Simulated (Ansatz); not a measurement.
# Ab initio dynamics of molten Be13.9F57.7La0.7Li27.8 (281 atoms), part 3 of 4

Aim: follow Be13.9F57.7La0.7Li27.8 (281 atoms) in the fluid state with forces from DFT, and read its local order and motion.

Ansatz 0.2.0; Kohn-Sham DFT, PBE, PAW (set soft_2), plane waves.

The cell: 39 Be, 162 F, 2 La and 78 Li. The Brillouin zone is sampled at Γ only, in a cell whose shortest periodic width is 15 Å. No spin–orbit coupling is included.

So far. Step 4 (Brought to 873 K): Over the second half of 320 fs the temperature averages 987 K, falling from about 1012 to 938 K (means over the first and last quarter of that half). From first frame to last Li has the largest mean square displacement, 1.9 Å² at the end; the farthest move is 2.68 Å. The run spans 0.32 ps, too short for its means to be equilibrium values. Step 5 (Liquid at 873 K): Over the second half of 1960 fs the temperature averages 878 K with swings of 48 K r.m.s.

## 6. Structure statistics late in the run

The g(r) is a mean over the second half; what follows it is taken at the last frame.

Density 2.02 g/cm³, 12.43 Å³ an atom.

Mean of 14 frames. Pair distribution functions g(r), in bins of 0.2 Å:

```tsv
r (Å)	total	F-F	F-Li	F-Be	F-La	Li-Li	Li-Be
1.30	0.05	0.00	0.00	0.29	0.00	0.00	0.00
1.50	1.35	0.00	0.07	8.33	0.00	0.00	0.00
1.70	1.43	0.00	2.19	4.55	0.00	0.00	0.00
1.90	1.12	0.00	3.29	0.36	0.00	0.01	0.00
2.10	0.63	0.01	1.90	0.07	0.75	0.02	0.01
2.30	0.51	0.46	0.90	0.03	3.67	0.28	0.12
2.50	1.01	2.05	0.57	0.04	3.79	0.79	0.52
2.70	1.08	2.06	0.47	0.09	1.17	1.44	1.21
2.90	1.04	1.44	0.53	0.22	0.74	1.91	2.04
3.10	1.03	1.21	0.61	0.50	0.86	1.76	2.25
3.30	1.00	1.10	0.71	0.85	0.43	1.77	1.46
3.50	0.98	0.92	0.92	1.08	0.52	1.29	1.09
3.70	0.93	0.76	1.02	1.25	0.27	1.01	0.67
3.90	0.99	0.72	1.15	1.50	0.40	0.87	0.63
4.10	1.05	0.72	1.29	1.61	1.01	0.72	0.69
4.30	1.06	0.79	1.35	1.33	1.17	0.74	0.74
4.50	1.02	0.92	1.19	1.06	1.46	0.71	0.89
4.70	0.99	1.02	1.07	0.89	1.46	0.74	0.95
4.90	1.00	1.15	0.95	0.77	1.35	0.92	1.05
5.10	1.02	1.22	0.90	0.74	1.38	1.01	1.19
5.30	0.99	1.15	0.83	0.75	1.07	1.06	1.25
5.50	1.00	1.09	0.86	0.88	0.91	1.14	1.28
5.70	0.98	1.03	0.88	0.93	0.78	1.14	1.21
5.90	0.99	0.98	0.96	1.04	0.83	1.06	1.06
6.10	0.99	0.93	1.02	1.11	0.75	1.00	0.94
6.30	1.00	0.90	1.06	1.19	0.72	0.98	0.84
6.50	1.02	0.90	1.12	1.15	0.97	0.89	0.91
6.70	1.02	0.95	1.10	1.10	1.04	0.91	0.91
```

Bonds by pair of elements; cutoffs follow the first minimum of g(r), held within bounds set by covalent radii, and pairs that aren't listed don't count as bonded:

```tsv
pair A-B	cutoff (Å)	bonds	mean length (Å)	spread (Å)	shortest (Å)	B about A	A about B
F-Li	2.46	304	1.99	0.205	1.61	1.88	3.90
F-Be	2.03	153	1.59	0.107	1.36	0.944	3.92
F-La	3.09	15	2.48	0.196	2.08	0.093	7.5
```

How many atoms have how many bonded neighbours:

```tsv
element	mean	1	2	3	4	5	6	7	8
Be	3.92	0	0	3	36	0	0	0	0
F	2.91	1	47	83	27	4	0	0	0
La	7.5	0	0	0	0	0	0	1	1
Li	3.90	0	2	19	44	11	2	0	0
```

Bond angles, per cent of each kind in bins of 5°:

```tsv
angle (°)	F-Li-F	Li-F-Li	F-Be-F	Be-F-Li	F-La-F
55–60	0.0	0.0	0.0	0.0	6.1
60–65	0.2	0.4	0.0	0.0	8.2
65–70	1.5	0.8	0.0	0.0	20.4
70–75	3.5	5.0	0.0	0.5	6.1
75–80	4.1	5.8	0.0	1.1	2.0
80–85	7.8	7.3	0.0	1.7	2.0
85–90	9.3	9.3	0.4	4.4	8.2
90–95	9.1	7.7	3.1	3.9	0.0
95–100	10.2	8.1	8.0	5.5	2.0
100–105	6.9	7.3	18.7	7.7	0.0
105–110	5.6	6.2	27.6	7.1	4.1
110–115	6.7	8.5	17.8	8.2	6.1
115–120	7.8	5.0	11.1	12.1	6.1
120–125	6.3	5.0	8.9	11.0	10.2
125–130	4.1	4.2	1.3	8.8	2.0
130–135	3.0	5.0	2.7	7.7	4.1
135–140	3.5	5.4	0.4	5.0	2.0
140–145	2.6	1.2	0.0	2.2	4.1
145–150	1.9	2.3	0.0	2.8	0.0
150–155	0.9	1.9	0.0	3.9	0.0
155–160	2.2	0.8	0.0	1.1	2.0
160–165	1.1	1.5	0.0	1.7	2.0
165–170	1.1	0.0	0.0	1.7	0.0
170–175	0.6	1.2	0.0	2.2	2.0
175–180	0.2	0.0	0.0	0.0	0.0
```

Bond angles (no mean is given where the spread exceeds 20°):

```tsv
angle	count	mean (°)	spread (°)
F-Li-F	463	-	-
Li-F-Li	259	-	-
F-Be-F	225	110	8.8
Be-F-Li	182	-	-
F-La-F	49	-	-
```

Bond length by coordination (bonds to H left out):

```tsv
element	coordination	atoms	mean bond length (Å)
Be	3	3	1.48
Be	4	36	1.59
F	1	1	1.45
F	2	47	1.70
F	3	83	1.87
F	4	27	2.00
F	5	4	2.08
La	7	1	2.44
La	8	1	2.52
Li	2	2	1.84
Li	3	19	1.94
Li	4	44	1.98
Li	5	11	2.07
Li	6	2	2.18
```

First main peaks of g(r), for some of the pairs, lie near 2.6 Å (F-F), 1.9 Å (F-Li), 1.6 Å (F-Be), 2.4 Å (F-La) and 3.0 Å (Li-Be). Counting bonds as in the table, 92 % of Be atoms have 4, 51 % of F atoms have 3, 50 % of La atoms have 7 and as many 8 and 56 % of Li atoms have 4 bonded neighbours.

## 7. Single point at the last frame

The last frame is solved once more, with the analyses that the dynamics left out.

input.yaml

```yaml
crystal:
  lattice:
    - [15.1719, 0.0, 0.0]
    - [0.0, 15.1719, 0.0]
    - [0.0, 0.0, 15.1719]
  atoms:
    - { symbol: Be, position: [0.8253, 0.04285, 0.7482] }
    - { symbol: Be, position: [0.87649, 0.36043, 0.96404] }
    - { symbol: Be, position: [0.41095, 0.18613, 0.27905] }
    - { symbol: Be, position: [0.38291, 0.74192, 0.32678] }
    - { symbol: Be, position: [0.94567, 0.85209, 0.48459] }
    - { symbol: Be, position: [0.98365, 0.18166, 0.15499] }
    - { symbol: Be, position: [0.834, 0.97566, 0.22045] }
    - { symbol: Be, position: [0.90059, 0.40776, 0.63794] }
    - { symbol: Be, position: [0.48242, 0.59914, 0.06959] }
    - { symbol: Be, position: [0.77669, 0.25171, 0.87977] }
    - { symbol: Be, position: [0.605, 0.64614, 0.71499] }
    - { symbol: Be, position: [0.83223, 0.52096, 0.2616] }
    - { symbol: Be, position: [0.22749, 0.06505, 0.30552] }
    - { symbol: Be, position: [0.75901, 0.30653, 0.54235] }
    - { symbol: Be, position: [0.38888, 0.28449, 0.96181] }
    - { symbol: Be, position: [0.10339, 0.25468, 0.0346] }
    - { symbol: Be, position: [0.69131, 0.01365, 0.09605] }
    - { symbol: Be, position: [0.20148, 0.96868, 0.14396] }
    - { symbol: Be, position: [0.04045, 0.54541, 0.18731] }
    - { symbol: Be, position: [0.76221, 0.62023, 0.8184] }
    - { symbol: Be, position: [0.56024, 0.26324, 0.63654] }
    - { symbol: Be, position: [0.32488, 0.44459, 0.8465] }
    - { symbol: Be, position: [0.87924, 0.72135, 0.76147] }
    - { symbol: Be, position: [0.49002, 0.39786, 0.51427] }
    - { symbol: Be, position: [0.65485, 0.11925, 0.93656] }
    - { symbol: Be, position: [0.12679, 0.89922, 0.45773] }
    - { symbol: Be, position: [0.60258, 0.57912, 0.54329] }
    - { symbol: Be, position: [0.15763, 0.77092, 0.75712] }
    - { symbol: Be, position: [0.20407, 0.47786, 0.68946] }
    - { symbol: Be, position: [0.35858, 0.00499, 0.72205] }
    - { symbol: Be, position: [0.95656, 0.38711, 0.46516] }
    - { symbol: Be, position: [0.57893, 0.12861, 0.53436] }
    [... 243 atom lines left out ...]
    - { symbol: Li, position: [0.96214, 0.81531, 0.96355] }
    - { symbol: Li, position: [0.84875, 0.34052, 0.1554] }
    - { symbol: Li, position: [0.67085, 0.81035, 0.31103] }
    - { symbol: Li, position: [0.25006, 0.12786, 0.602] }
    - { symbol: Li, position: [0.86624, 0.24677, 0.71905] }
    - { symbol: Li, position: [0.9294, 0.60042, 0.91185] }
kpoints:
  mp_grid: { grid: [1, 1, 1] }
hamiltonian:
  xc: pbe
scf:
  occupations: { method: fermi_dirac, width: 0.075 }
output:
  forces: true
  stress: true
  populations: intrinsic
  dos:
    method: { smearing: { sigma: 0.08 } }
    de: 0.1
    projected: { site_lists: { Be: [Be], F: [F], La: [La], Li: [Li] } }
  eigenvalues: true
  write_density: true
  write_potential: true
  volumetric_format: npy
```

Command:

```console
$ ansatz run input.yaml --threads 32 --pin off --max-ram 143360MiB --backend cuda --events-out ev --progress --plain --runs-dir out
```

Numbers of over 12 decimals in the logs are rounded to 6 here.

Log:

```text
La: projections on atomic orbitals take those of the free atom [Kr 4d10] 4f0 5s2 5p6 5d1 6s2, of charge +0.00 (hamiltonian.pseudopotentials.projection_atoms); the dataset's partial waves leave at most 1.9e-5 of an orbital's norm unspanned inside its sphere
[...]
GPU FFT provider: cuFFT
GPU libraries: cuBLAS 13.8.1, cuFFT 12.4.0, cuSOLVER 12.3.2
[...]
Crystal: 281 atoms, lattice volume = 3492.367 Å³
Basis set: ecut = 420 eV, 68243 PW (Γ), exchange–correlation on 216×216×216 points (8 copies of the dense FFT grid, shifted against one another)
Bands: 1015, of which v1, the nominal top of the filled ones, is band 734 counted from 1 (733 counted from 0)
Symmetry: 1 space group operations
[...]
k-points: 1
[...]
GPU buffer pool allocated for 1259712 grid points (all kernels)
[...]
SCF iter   1: F=—  HF=-163416.995172 eV  |F-HF|=—  |Δ(HF+E_count)|=         —  Δρ=1.77e-3  dr2=2.82e-1  ethr=1.77e-3  ⟨swp⟩=5.0  Hψ=4003  notcnv=0  defer=237
[...]
SCF iter   9: F=-163416.879745 eV  HF=-163416.879745 eV  |F-HF|=1.59e-8  |Δ(HF+E_count)|=   8.28e-8  Δρ=1.39e-6  dr2=6.40e-8  ethr=6.81e-12  ⟨swp⟩=20.0  Hψ=9250  notcnv=0
SCF 1 converged in 9 iterations: F = -163416.879745 eV  dr2 = 6.40e-8
[...]
WARN: The input density's exchange-correlation potential varies sharply where the density is thin. Do not read a vacuum level from v_tot or v_xc, or from such a field of the output density. On a cell that repeats whose density bears no net charge and no dipole along the vacuum's axis use v_es (v_loc + v_h of the components); [...]
SCF converged after 9 iterations
Free energy (F): -163416.879745 eV
[...]
Internal energy: -163416.879745 eV  (E = F + TS)
E sigma→0 (E₀):  -163416.879745 eV
Fermi energy:    1.670916 eV
[...]
--- Forces (eV/Å), atoms counted from 1 ---
[... 281 lines of forces left out ...]
  max |Σ_I F_I| component: 1.09e-4 eV/Å
--- Stress (GPa, compression-positive) ---
        0.135824      -0.315755      -0.506994
       -0.315756       0.137720       0.641995
       -0.506993       0.641990       1.070839
  P = ⅓ Tr σ = 0.4481 GPa (4.481 kbar)
--- Band table (eV) ---
[... left out ...]
--- intrinsic populations: 281 sites ---
  site symbol       q [e]
[... 281 lines, one an atom, left out ...]
  spilling = 0.000000 (of n_electrons = 1468.000000)
```

The job ended after 3.8 s (1 × NVIDIA GB200 with 32 threads of Arm Neoverse V2, shared host; peak memory 1.8 GiB).

That memory is the host's; the program planned up to 10.5 GiB on the GPU.

The program notes that the exchange-correlation potential is rough where the density is thin.

The run gave:

* free energy: -163416.8797 eV
* free energy per atom: -581.5547 eV/atom
* SCF cycles: 9
* pressure: 0.4481 GPa
* r.m.s. force component: 0.7721 eV/Å
* longest force: 5.05 eV/Å
* Fermi energy: 1.671 eV
* gap (highest filled to lowest empty level): 3.509 eV

Neighbours are counted within 2.46 Å (F-Li), 2.03 Å (F-Be), 3.09 Å (F-La), the cutoffs taken from the dynamics.

Length of the force by element and coordination:

```tsv
element	coordination	atoms	mean length of the force (eV/Å)	spread	least	most
Be	all	39	1.83	0.994	0.361	5.05
Be	3	3	2.88	0.275	2.63	3.26
Be	4	36	1.74	0.982	0.361	5.05
F	all	162	1.12	0.66	0.203	4.92
F	1	1	0.522	0	0.522	0.522
F	2	47	1.27	0.882	0.203	4.92
F	3	83	1.13	0.555	0.209	2.97
F	4	27	0.866	0.421	0.354	2.50
F	5	4	0.925	0.281	0.503	1.24
La	all	2	1.40	0.460	0.942	1.86
La	7	1	1.86	0	1.86	1.86
La	8	1	0.942	0	0.942	0.942
Li	all	78	0.745	0.397	0.138	2.08
Li	2	2	0.441	0.0695	0.372	0.511
Li	3	19	0.656	0.324	0.147	1.41
Li	4	44	0.750	0.402	0.138	1.60
Li	5	11	0.908	0.476	0.343	2.08
Li	6	2	0.876	0.120	0.757	0.996
```

Intrinsic-atomic-orbital charges by element and coordination:

```tsv
element	coordination	atoms	mean charge (e)	spread	least	most
Be	all	39	1.65	0.0077	1.63	1.67
Be	3	3	1.66	0.0064	1.66	1.67
Be	4	36	1.65	0.0064	1.63	1.66
F	all	162	-0.800	0.0499	-0.848	-0.468
F	1	1	-0.829	0	-0.829	-0.829
F	2	47	-0.805	0.0502	-0.848	-0.620
F	3	83	-0.795	0.0569	-0.839	-0.468
F	4	27	-0.807	0.0206	-0.831	-0.726
F	5	4	-0.805	0.0051	-0.808	-0.796
La	all	2	1.31	0.0969	1.21	1.41
La	7	1	1.21	0	1.21	1.21
La	8	1	1.41	0	1.41	1.41
Li	all	78	0.804	0.0105	0.776	0.839
Li	2	2	0.805	0.0031	0.802	0.808
Li	3	19	0.814	0.0092	0.799	0.839
Li	4	44	0.803	0.0074	0.789	0.819
Li	5	11	0.791	0.0071	0.776	0.801
Li	6	2	0.795	0.0045	0.791	0.800
```

States in the cell by windows of 1 eV, zero at the Fermi level; some projections on atomic orbitals stand beside the total:

```tsv
from (eV)	to (eV)	total	F p
-18	-17	0.0	0.0
-17	-16	6.0	0.2
-16	-15	1.3	0.1
-15	-14	4.7	0.3
-14	-10	0.0	0.0
-10	-9	1.3	1.2
-9	-8	13.6	12.5
-8	-7	53.2	49.3
-7	-6	125.3	118.7
-6	-5	178.4	171.1
-5	-4	260.8	253.8
-4	-3	240.4	235.8
-3	-2	91.1	89.9
-2	-1	7.8	7.7
-1	1	0.0	0.0
1	2	10.4	0.1
2	3	3.6	0.1
3	4	20.2	0.5
4	5	26.1	1.6
```

The curve was stored every 0.10 eV, coarse against its broadening of 0.08 eV, so these counts are rough.

Between -26 and -18 eV lie 324 more states.

About 160 of the 1468 electrons lie in deeper levels, below the stored range.

Not all projections were asked for or kept, so they needn't add up to the total.

The levels nearest the highest filled one (over half full), pooled over k-points and spins:

```tsv
level less the highest filled one (eV)	occupation
-0.438	2
-0.428	2
-0.255	2
-0.206	2
-0.0946	2
0	2
3.51	0
3.55	0
3.56	0
3.59	0
3.64	0
3.70	0
```

Mean intrinsic-atomic-orbital charges: Be +1.65, F -0.80, La +1.31, Li +0.80 e.

The surroundings of F73, which has 4 bonded neighbours where the commonest count for F is 3, nearest first, numbered as they follow in the input and with coordinates relative to it.

```tsv
atom	x	y	z	distance (Å)	bonds	intrinsic-atomic-orbital charge (e)	Fx	Fy	Fz (eV/Å)
F73	0.00	0.00	0.00	0.00	4	-0.82	0.05	0.78	0.24
Li262	1.58	-0.05	-0.78	1.77	3	0.80	0.91	-0.14	-0.10
Li274	-0.52	-1.75	0.24	1.84	4	0.81	-0.93	0.68	0.50
Li215	-1.39	1.34	0.36	1.96	3	0.81	0.52	-0.93	0.55
Li204	0.03	1.57	-1.83	2.42	5	0.80	-0.26	-0.26	-0.83
F121	-1.41	-0.69	-2.22	2.72	1	-0.83	0.17	0.26	0.42
F69	0.79	-2.59	-0.51	2.76	2	-0.82	0.10	-0.43	-0.39
F181	0.37	-1.93	2.16	2.92	3	-0.82	-0.11	1.50	-0.47
Li273	0.44	-0.22	2.90	2.94	3	0.82	-0.58	-0.13	-0.15
F122	-1.97	1.96	-1.10	2.98	4	-0.82	-0.07	0.39	-0.17
F182	-1.60	1.19	2.22	2.99	3	-0.81	0.05	1.83	-0.31
```

The column of bonds counts only the pairs F-Li within 2.46 Å, F-Be within 2.03 Å, F-La within 3.09 Å; other neighbours, such as metal atoms beside each other in a compound, aren't counted, and periodic images can show an atom twice.

(Part 3 of 4 ends here.)

[Logs are printed without paths, hosts, clocks, repeated set-up lines and the standing remarks that a program may print on its own settings, such as how far it seeks lower states.]

[Hosts, paths, dates, database ids (printed as entryN), source tags and the programs' standing remarks are cut or masked in the printed files.]
